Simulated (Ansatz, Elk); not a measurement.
# Tl2FeO4: X-ray structure factors from the self-consistent density

Structure refinements treat a crystal as free atoms side by side. For a made-up structure of Tl2FeO4 (cell and positions from a PBEsol relaxation) the runs below show what the calculated density changes in F(hkl).

Program: Elk 11.2.3 (patched build). Level of theory: DFT, PBE, all-electron APW+lo, Dirac cores, scalar-relativistic bands, static density, ferromagnetic start. Results are calculated unless marked as measured.

The structure was built from a prototype and need not be the compound's stable phase.

## (1) Starting point

It takes space group I4/mmm (No. 139, tetragonal). Conventional cell: a = 3.873 Å, b = 3.873 Å, c = 12.075 Å, α = 90.00°, β = 90.00°, γ = 90.00°. Nearest to Tl lie 8 O at 2.25 to 2.69 Å. Nearest to Fe lie 4 O at 1.94 Å. Nearest to O lie 2 Fe at 1.94 Å and 4 Tl at 2.69 Å. Nearest to O lie 4 Tl at 2.25 Å. Farther neighbours and most contacts between anions are not listed.

## (2) Ground state and structure factors

An all-electron density is needed, since X-rays see the cores too. Task 0 finds the density and task 195 Fourier-transforms it; tshift is off so that phases refer to the origin typed.

File elk.in:

```
tasks
  0
  195
  196

xctype
  20

spinpol
  .true.

rgkmax
  7.0

gmaxvr
  14.0

lmaxo
  7

lmaxapw
  8

swidth
  0.002

tshift
  .false.

ramdisk
  .false.

hmaxvr
  5.5

maxscl
  120

epspot
  1e-06

reducebf
  0.8

sppath
  './'

avec
  -3.65936377886 3.65936377886 11.40930341655
  3.65936377886 -3.65936377886 11.40930341655
  3.65936377886 3.65936377886 -11.40930341655

atoms
  3
  'Tl.in'
  2
  0.3454647411 0.3454647411 0.0000000000   0.000000 0.000000 0.000000
  0.6545352589 0.6545352589 -0.0000000000   0.000000 0.000000 0.000000
  'Fe.in'
  1
  -0.0000000000 -0.0000000000 -0.0000000000   0.000000 0.000000 -0.145000
  'O.in'
  4
  -0.0000000000 0.5000000000 0.5000000000   0.000000 0.000000 0.000000
  0.5000000000 -0.0000000000 0.5000000000   0.000000 0.000000 0.000000
  0.2500000000 0.7500000000 0.5000000000   0.000000 0.000000 0.000000
  0.7500000000 0.2500000000 0.5000000000   0.000000 0.000000 0.000000

ngridk
  7 7 7
```

Command:

```console
$ OMP_NUM_THREADS=4 elk
```

Numbers of over 12 decimals in the logs are rounded to 6 here.

The log of the run:

```text
┌─────────────────────────┐
│ Elk code version 11.2.3 │
└─────────────────────────┘

All units are atomic (Hartree, Bohr, etc.)

┌─────────────────────────────────────────────────┐
│ Ground-state run starting from atomic densities │
└─────────────────────────────────────────────────┘

Lattice vectors :
  -3.659363779       3.659363779       11.40930342
   3.659363779      -3.659363779       11.40930342
   3.659363779       3.659363779      -11.40930342

Reciprocal lattice vectors :
  0.3540931163E-16  0.8585078837      0.2753535899
  0.8585078837      0.3540931163E-16  0.2753535899
  0.8585078837      0.8585078837      0.5282598118E-17

Unit cell volume      :    611.1253390
Brillouin zone volume :   0.4058908993

Muffin-tin inner radius fraction :   0.1000000000E-01

Nuclei treated as point charges

Species : 1 (Tl)
 parameters loaded from : Tl.in
 name : thallium
 nuclear charge    :   -81.00000000
 electronic charge :    81.00000000
 atomic mass :    372567.9643
 muffin-tin radius :    2.710977946
 number of radial points in muffin-tin :   1393
 inner part over the whole radius :   0.9984608348E-02
 number on inner part of muffin-tin    :   1000
 approximate nuclear radius :   0.1043008296E-03
 number of mesh points to nuclear radius :    526
 atomic positions (lattice), magnetic fields (Cartesian) :
  1 :   0.34546474  0.34546474  0.00000000    0.00000000  0.00000000  0.00000000
  2 :  -0.34546474 -0.34546474  0.00000000    0.00000000  0.00000000  0.00000000

Species : 2 (Fe)
 parameters loaded from : Fe.in
 name : iron
 nuclear charge    :   -26.00000000
 electronic charge :    26.00000000
 atomic mass :    101799.2075
 muffin-tin radius :    2.062493588
 number of radial points in muffin-tin :    993
 inner part over the whole radius :   0.9876093766E-02
 number on inner part of muffin-tin    :    697
 approximate nuclear radius :   0.7160107270E-04
 number of mesh points to nuclear radius :    335
 atomic positions (lattice), magnetic fields (Cartesian) :
  1 :   0.00000000  0.00000000  0.00000000    0.00000000  0.00000000 -0.14500000

Species : 3 (O)
 parameters loaded from : O.in
 name : oxygen
 nuclear charge    :   -8.000000000
 electronic charge :    8.000000000
 atomic mass :    29165.12205
 muffin-tin radius :    1.497689633
 number of radial points in muffin-tin :    593
 inner part over the whole radius :   0.9796877410E-02
 number on inner part of muffin-tin    :    405
 approximate nuclear radius :   0.5115538663E-04
 number of mesh points to nuclear radius :    175
 atomic positions (lattice), magnetic fields (Cartesian) :
  1 :   0.00000000  0.50000000  0.50000000    0.00000000  0.00000000  0.00000000
  2 :   0.50000000  0.00000000  0.50000000    0.00000000  0.00000000  0.00000000
  3 :   0.25000000 -0.25000000  0.50000000    0.00000000  0.00000000  0.00000000
  4 :  -0.25000000  0.25000000  0.50000000    0.00000000  0.00000000  0.00000000

Total number of atoms per unit cell :    7
Total muffin-tin volume :    259.9540008
 ratio of muffin-tin to unit cell volume :   0.4253693705

Spin treatment :
 spin-polarised
 global magnetic field (Cartesian) :    0.000000000       0.000000000       0.000000000
 collinear magnetisation in z-direction

Number of Bravais lattice symmetries :   16
Number of crystal symmetries         :   16
Crystal has inversion symmetry
Real symmetric eigensolver will be used

k-point grid :      7     7     7
k-point offset :    0.000000000       0.000000000       0.000000000
k-point set is reduced with full crystal symmetry group
Total number of k-points :       40

Muffin-tin radius times maximum |G+k| :    7.000000000
 using average radius
Maximum |G+k| for APW functions       :    3.636307503
Maximum (1/2)|G+k|²                   :    6.611366128
Maximum |G| for potential and density :    14.00000000
Constant for pseudocharge density :    9
 order of it for each species :   16  16  16
 order of it for pair densities of each species (exact exchange by exxq0 0: 17) :   16  11   4
[...]
Absolute change in total energy (target)   :    2.336252584     (  0.1000000000E-03)

[... loops 3 to 29 left out ...]

┌──────────────────┐
│ Loop number : 30 │
└──────────────────┘

Energies :
 Fermi                       :     0.253259
 sum of occupied eigenvalues :     -25930.822439926
 electron kinetic            :      48620.629597811
 core electron kinetic       :      47951.992293127
 Coulomb                     :     -89917.296464997
 Coulomb potential           :     -73434.870819848
 nuclear-nuclear             :     -3433.6334075484
 electron-nuclear            :     -99595.183916842
 Hartree                     :      13111.520859393
 Madelung                    :     -53199.861055073
 xc potential                :     -1116.3658355379
 xc effective B-field        :    -0.215382
 external B-field            :      0.000000
 exchange                    :     -841.82828891990
 correlation                 :     -12.287096465189
 electron entropic           :    -0.85204310010548E-03
 total energy                :     -42150.783104614
 (external B-field energy excluded from total)

Density of states at Fermi energy :    65.61094439
 (states/Hartree/unit cell)

Estimated indirect band gap :   0.4412141637E-03
 from k-point 14 to k-point 22
Estimated direct band gap   :   0.7116613242E-02
 at k-point 31

Charges :
 core                        :    142.0000000
 valence                     :    78.00000000
 interstitial                :    9.951260901
 muffin-tins (core leakage)
  species : 1 (Tl)
[...]
species : 2 (Fe)
[...]
species : 3 (O)
[...]
total in muffin-tins        :    210.0487391
 total calculated charge     :    219.9983130
 total charge                :    220.0000000
 error                       :   0.1686998501E-02

Moments :
 interstitial                :   0.1717317143
 muffin-tins
  species : 1 (Tl)
[...]
species : 2 (Fe)
[...]
species : 3 (O)
[...]
total in muffin-tins        :    3.302135793
 total moment                :    3.473867507

RMS change in Kohn-Sham potential (target) :   0.7156694485E-06 (  0.1000000000E-05)
Absolute change in total energy (target)   :   0.6272421160E-05 (  0.1000000000E-03)

Convergence targets achieved

┌──────────────────┐
│ Loop number : 31 │
└──────────────────┘

Energies :
 Fermi                       :     0.253259
 sum of occupied eigenvalues :     -25930.822432783
 electron kinetic            :      48620.629605303
 core electron kinetic       :      47951.992296614
 Coulomb                     :     -89917.296469889
 Coulomb potential           :     -73434.870804702
 nuclear-nuclear             :     -3433.6334075484
 electron-nuclear            :     -99595.183943069
 Hartree                     :      13111.520880729
 Madelung                    :     -53199.861067537
 xc potential                :     -1116.3658537071
 xc effective B-field        :    -0.215377
 external B-field            :      0.000000
 exchange                    :     -841.82828616696
 correlation                 :     -12.287096673889
 electron entropic           :    -0.85198956304802E-03
 total energy                :     -42150.783099416
 (external B-field energy excluded from total)

Density of states at Fermi energy :    65.60541350
 (states/Hartree/unit cell)

Estimated indirect band gap :   0.4431869847E-03
 from k-point 14 to k-point 22
Estimated direct band gap   :   0.7117819532E-02
 at k-point 31

Charges :
 core                        :    142.0000000
 valence                     :    78.00000000
 interstitial                :    9.951260037
 muffin-tins (core leakage)
  species : 1 (Tl)
[...]
species : 2 (Fe)
[...]
species : 3 (O)
[...]
atom 2                    :    6.763122727     (  0.1188552310E-06)
   atom 3                    :    6.771010601     (  0.1197778272E-06)
   atom 4                    :    6.771010601     (  0.1197778272E-06)
 total in muffin-tins        :    210.0487400
 total calculated charge     :    219.9983130
 total charge                :    220.0000000
 error                       :   0.1686999376E-02

Moments :
 interstitial                :   0.1717334906
 muffin-tins
  species : 1 (Tl)
[...]
species : 2 (Fe)
[...]
species : 3 (O)
[...]
atom 2                    :   0.1118206324
   atom 3                    :  -0.4530942999E-03
   atom 4                    :  -0.4530942999E-03
 total in muffin-tins        :    3.302085915
 total moment                :    3.473819405

┌──────────────────────────────┐
│ Self-consistent loop stopped │
└──────────────────────────────┘

Wrote STATE.OUT
```

It took 13 min on 4 threads of AMD EPYC 7B13 (Zen 3), shared host; peak memory 0.66 GiB; 48 min of CPU time.

SFACRHO.OUT:

```text

h k l indices transformed by vhmat matrix:
   1.000000000       0.000000000       0.000000000    
   0.000000000       1.000000000       0.000000000    
   0.000000000       0.000000000       1.000000000    

      h      k      l  multipl.   |H|            Re(F)            Im(F)           |F|

      0      0      0      1   0.0000000       220.00000      0.68212988E-16   220.00000    
      1      1     -1      2  0.55070718      -32.169014      0.19888334E-13   32.169014    
      1      0      0      8  0.90158493      -61.100301      0.18022269E-13   61.100301    
     -2     -2      2      2   1.1014144      -58.341439     -0.96164769E-13   58.341439    
     -2     -1      1      8   1.1913909       158.00791      0.59367474E-13   158.00791    
      0      0     -1      4   1.2141135       136.31172     -0.11763898E-14   136.31172    
     -2      0      1      8   1.3331729      -29.796717     -0.31378698E-13   29.796717    
      3      2     -2      8   1.6225060     -0.14761259      0.34454338E-13  0.14761259    
     -1     -3      2      8   1.6392636      -97.532564     -0.76686783E-13   97.532564    
     -3     -3      3      2   1.6521215       134.76600      0.10325412E-12   134.76600    
     -1      1     -1      4   1.7170158       165.63121     -0.18905952E-15   165.63121    
     -2      0      0      8   1.8031699      -28.191621     -0.19010984E-13   28.191621    
      0     -1      2     16   1.9393294      -52.507029     -0.53006674E-15   52.507029    
      1      3     -3      8   2.0399159      -56.583568      0.85003306E-13   56.583568    
      4      2     -3      8   2.0502627       124.70197     -0.96053486E-13   124.70197    
      0      3     -1     16   2.0898697       133.02806     -0.10654341E-12   133.02806    
     -3     -4      4      8   2.1100228      -87.949018     -0.18181289E-12   87.949018    
      4      4     -4      2   2.2028287       40.628350     -0.42585801E-13   40.628350
```

Elk indexes on the primitive cell of elk.in and gives |H| = 4π sin θ/λ in inverse bohr. Below, one row stands for each form hkl of the conventional cell (m members, Friedel mates merged), F is for one primitive cell and the density is static (no thermal factor). Free-atom factors are Waasmaier and Kirfel's, and R is Σm||F|−|F'||/Σm|F|.

```csv
hkl,m,sin θ/λ (Å⁻¹),"abs F, DFT",neutral atoms,diff.,ions,diff.
002,2,0.083,32.169,32.251,-0.082,32.018,+0.151
101,8,0.136,61.100,61.263,-0.162,60.762,+0.338
004,2,0.166,58.341,59.497,-1.155,56.728,+1.614
103,8,0.179,158.008,158.179,-0.171,157.888,+0.120
110,4,0.183,136.312,137.495,-1.183,135.451,+0.861
112,8,0.201,29.797,29.869,-0.072,29.784,+0.013
105,8,0.244,0.148,0.019,+0.129,0.115,+0.032
114,8,0.246,97.533,96.895,+0.638,97.417,+0.115
006,2,0.248,134.766,134.924,-0.158,135.411,-0.645
200,4,0.258,165.631,165.141,+0.490,165.934,-0.303
202,8,0.271,28.192,28.145,+0.047,28.150,+0.042
211,16,0.292,52.507,52.530,-0.023,52.623,-0.116
204,8,0.307,56.584,56.582,+0.002,56.890,-0.306
116,8,0.308,124.702,124.780,-0.078,125.232,-0.530
213,16,0.314,133.028,133.010,+0.018,133.470,-0.442
107,8,0.317,87.949,87.781,+0.168,87.967,-0.018
008,2,0.331,40.628,40.685,-0.057,40.563,+0.065
215,16,0.355,1.192,1.119,+0.073,1.072,+0.120
```

The ions are Tl3+, Fe2+ and O2−, by formal charge.

## (3) The magnetisation density

The same run holds the spin density, and task 196 transforms it. The order is that of the start, and no other was tried.

SFACMAG_1.OUT:

```text

h k l indices transformed by vhmat matrix:
   1.000000000       0.000000000       0.000000000    
   0.000000000       1.000000000       0.000000000    
   0.000000000       0.000000000       1.000000000    

      h      k      l  multipl.   |H|            Re(F)            Im(F)           |F|

      0      0      0      1   0.0000000       3.4738196      0.56685414E-17   3.4738196    
      1      1     -1      2  0.55070718       3.2492251      0.13472526E-15   3.2492251    
      1      0      0      8  0.90158493       2.6540026     -0.20058678E-16   2.6540026    
     -2     -2      2      2   1.1014144       2.6765968      0.16715053E-16   2.6765968    
     -2     -1      1      8   1.1913909       2.3962799     -0.44064386E-16   2.3962799    
      0      0     -1      4   1.2141135       2.1438005     -0.95068652E-17   2.1438005    
     -2      0      1      8   1.3331729       2.0386243      0.75069751E-16   2.0386243    
      3      2     -2      8   1.6225060       1.9120307      0.16823407E-17   1.9120307    
     -1     -3      2      8   1.6392636       1.7666400     -0.11577883E-16   1.7666400    
     -3     -3      3      2   1.6521215       1.9431707      0.23884010E-16   1.9431707    
     -1      1     -1      4   1.7170158       1.9073654     -0.25720179E-17   1.9073654    
     -2      0      0      8   1.8031699       1.8248865     -0.11808738E-16   1.8248865    
      0     -1      2     16   1.9393294       1.5320696     -0.51893741E-16   1.5320696    
      1      3     -3      8   2.0399159       1.5819232     -0.39409640E-17   1.5819232    
      4      2     -3      8   2.0502627       1.3948812     -0.24994246E-16   1.3948812    
      0      3     -1     16   2.0898697       1.4183932     -0.38176193E-17   1.4183932
```

The total moment is 3.47 μB a cell; sphere moments: Tl1 +0.01, Tl2 +0.01, Fe3 +3.06, O4 +0.11, O5 +0.11, O6 0.00, O7 0.00 μB. Polarised neutrons measure spin and orbital magnetisation together; without spin-orbit coupling the run gives the spin part:

```csv
hkl,sin θ/λ (Å⁻¹),abs F_M (μB)
002,0.083,3.249
101,0.136,2.654
004,0.166,2.677
103,0.179,2.396
110,0.183,2.144
112,0.201,2.039
105,0.244,1.912
114,0.246,1.767
006,0.248,1.943
200,0.258,1.907
202,0.271,1.825
211,0.292,1.532
204,0.307,1.582
116,0.308,1.395
```

## (4) The highest occupied states alone

An energy window below the Fermi level keeps the highest occupied states, to see at which angles they scatter; shallow core shells can lie inside it and anion s states outside. No new self-consistency is needed.

Changes to elk.in since step 2:

```diff
@@ -1,5 +1,3 @@
 tasks
-  0
   195
-  196
 
@@ -44,2 +42,5 @@
 
+wsfac
+  -0.114230 0.553260
+
 sppath
```

Command:

```console
$ OMP_NUM_THREADS=4 elk
```

The log of the run:

```text
┌─────────────────────────────────┐
│ Elk code version 11.2.3 started │
└─────────────────────────────────┘

Info(readinput): the functional depends on the density's gradient
 muffin-tin radial points multiplied by    2.00000
 (not where nrmtscf is given)

┌────────────────────┐
│ Current task : 195 │
└────────────────────┘
Info(checkmt): changed muffin-tin radius of species 1 (Tl) from   2.8000 to   2.7110
Info(checkmt): changed muffin-tin radius of species 2 (Fe) from   2.4000 to   2.0625
Info(checkmt): changed muffin-tin radius of species 3 (O) from   1.8000 to   1.4977

Info(sfacrho): density structure factors written to SFACRHO.OUT

 Energy window :  -0.1142300000      0.5532600000

┌──────────────────┐
│ Elk code stopped │
└──────────────────┘
```

The job ended after 12 s (4 threads; peak memory 0.33 GiB; 23 s of CPU time).

States within 10 eV below the Fermi level hold 30.00 electrons; any levels below the window count with the cores. Their amplitudes can exceed the total, where window and core parts have opposite phase:

```csv
hkl,sin θ/λ (Å⁻¹),"abs F, window","abs F, all"
002,0.083,5.442,32.169
101,0.136,4.145,61.100
004,0.166,15.717,58.341
103,0.179,5.223,158.008
110,0.183,6.231,136.312
112,0.201,3.614,29.797
105,0.244,3.070,0.148
114,0.246,5.386,97.533
006,0.248,3.374,134.766
200,0.258,11.147,165.631
```

[end of part 1 of 2]

[Logs are printed without paths, hosts, clocks, repeated set-up lines and the standing remarks that a program may print on its own settings, such as how far it seeks lower states.]

[Hosts, paths, dates, database ids (printed as entryN), source tags and the programs' standing remarks are cut or masked in the printed files.]
